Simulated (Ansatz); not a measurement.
# Dy (P6_3/mmc): a Bloch–Grüneisen fit of the computed resistivity

Can the computed ρ(T) of Dy (P6_3/mmc) be held by the Bloch–Grüneisen form, and does the fit predict a row it has not seen?

The resistivities were computed with Ansatz 0.2.0 (DFT PBE, scalar-relativistic, plane waves, norm-conserving pseudopotentials, 4f of the trivalent lanthanide in the core) from the linearised Boltzmann equation with harmonic phonons, on q 3×3×2, k 12×12×6, scattering 18×18×12; the fit below is done by hand on them.

**What experiment says.**

For Dy (bulk crystal), “CRC Handbook of Chemistry and Physics, 84th edition, Electrical Resistivity of Pure Metals” (2003, CRC Press, section 12, read from Wikipedia's data page) quotes earlier work: resistivity at 295 K 92.6 μΩ cm.

**1. What is given**

The structure is hexagonal, space group P6_3/mmc (No. 194). The conventional cell has a = 3.612 Å, b = 3.612 Å, c = 5.601 Å, α = 90.00°, β = 90.00°, γ = 120.00°. Dy on site c has 12 Dy at 3.49 to 3.61 Å as nearest neighbours.

This is the relaxed cell of the run, from steps not shown here.

The mean resistivity of the three axes from 50 to 800 K, with one row held back; the colder rows stay outside the fit and test it at the end:

```csv
T (K),ρ (μΩ cm)
50,7.022
80,14.12
100,18.60
150,?
200,39.62
273,54.44
300,59.89
400,79.98
500,100.0
600,120.1
800,160.2
```

The resistivity is not converged: the component that moves most changes by 10 % between the two finest meshes at 300 K.

**2. The fit**

Bloch and Grüneisen's form is ρ(T) = A (T/Θ)⁵ J₅(Θ/T), with J₅(z) the integral of x⁵/((eˣ − 1)(1 − e⁻ˣ)) from 0 to z. It goes as T⁵ far below Θ and as A T/(4Θ) far above. For a trial Θ the best A is the geometric mean of ρ/[(T/Θ)⁵ J₅] over the rows, and the scatter of that ratio measures the fit:

```csv
Θ (K),A (μΩ cm),scatter (%)
78,60.41,6.7
104,82.03,3.8
116,92.41,2.2
130,104.9,0.6
144,117.8,2.3
162,135.2,5.4
196,170.6,11.9
```

The scatter is least at Θ = 130 K, with A = 104.9 μΩ cm (0.6 % r.m.s.).

```csv
T (K),computed,fit
50,7.022,7.086
80,14.12,13.99
100,18.60,18.39
200,39.62,39.41
273,54.44,54.38
300,59.89,59.89
400,79.98,80.21
500,100.0,100.5
600,120.1,120.7
800,160.2,161.1
```

**3. The row held back**

At T = 150 K, Θ/T = 0.867, J₅ = 0.1353 and (T/Θ)⁵ = 2.045, so the fit gives 29.03 μΩ cm. The computed value is 29.28 μΩ cm: the fit is off by -0.87 %. Outside its range, at 20 K, it gives 0.724 against 0.616 μΩ cm computed, 1.18 times that; at that temperature the run's own test moves by 12 % between meshes in the component that moves most. Among the rows used, the largest miss is -1.1 %, at 100 K.

**4. What the two numbers mean**

Θ = 130 K is 1.42 times ħω_log/k_B (92 K) and 0.81 of the highest phonon frequency (160 K). The high-temperature slope of the fit, A/(4Θ), is 0.202 μΩ cm/K. The same slope from the run's transport coupling and plasma energy, 2π k_B λ_tr/(ħ ε₀ ω_p²) with λ_tr = 0.857, 0.857, 0.864 (xx, yy, zz) and ħω_p = 3.69, 3.69, 5.35 (xx, yy, zz) eV, is 0.210 μΩ cm/K in the mean of the axes, +4.0 % from it. For comparison, the computed rows rise by 0.200 μΩ cm/K between the two hottest.

**5. Summary of results**

| Property | Result |
| --- | --- |
| Θ | 130 K |
| A | 104.9 μΩ cm |
| scatter of the fit | 0.6 % |
| held-back row at 150 K, fit against computed | 29.03 against 29.28 μΩ cm |

In words: Two numbers, Θ = 130 K and A = 105 μΩ cm, hold the computed ρ(T) from 50 to 800 K within 0.65 % r.m.s. and predict the held-back row within 0.87 %. At 20 K, outside the rows fitted, it gives 1.18 times the computed value. By the run's own test the resistivity at 300 K moves by 10 % between its two finest scattering meshes, in the component that moves most. The mean hides an anisotropy: at 300 K the components are 72.4, 72.4, 34.8 (xx, yy, zz) μΩ cm. The 4f electrons are frozen in the core, and scattering by their moments is left out. Spin–orbit coupling is left out. The fit describes the calculation: impurities, thermal expansion, changes of phase and anharmonicity are in neither.

Computed beside measured:

| quantity | measured | q 3×3×2, fine 18×18×12 |
| --- | --- | --- |
| resistivity at 295 K (computed: phonon part alone; the measured value holds the sample's residual resistivity and scattering by disordered moments) (μΩ cm) | 92.6 | 58.88 (-36.4 %) |

Measured values from CRC Press, section 12, read from Wikipedia's data page (2003).

Verdict: The resistivity at 295 K is off by -36.4 %. The magnetic state of these runs (no moments) need not be that of the sample, so the match is not graded.

[Logs are printed without paths, hosts, clocks, repeated set-up lines and the standing remarks that a program may print on its own settings, such as how far it seeks lower states.]

[Hosts, paths, dates, database ids (printed as entryN), source tags and the programs' standing remarks are cut or masked in the printed files.]
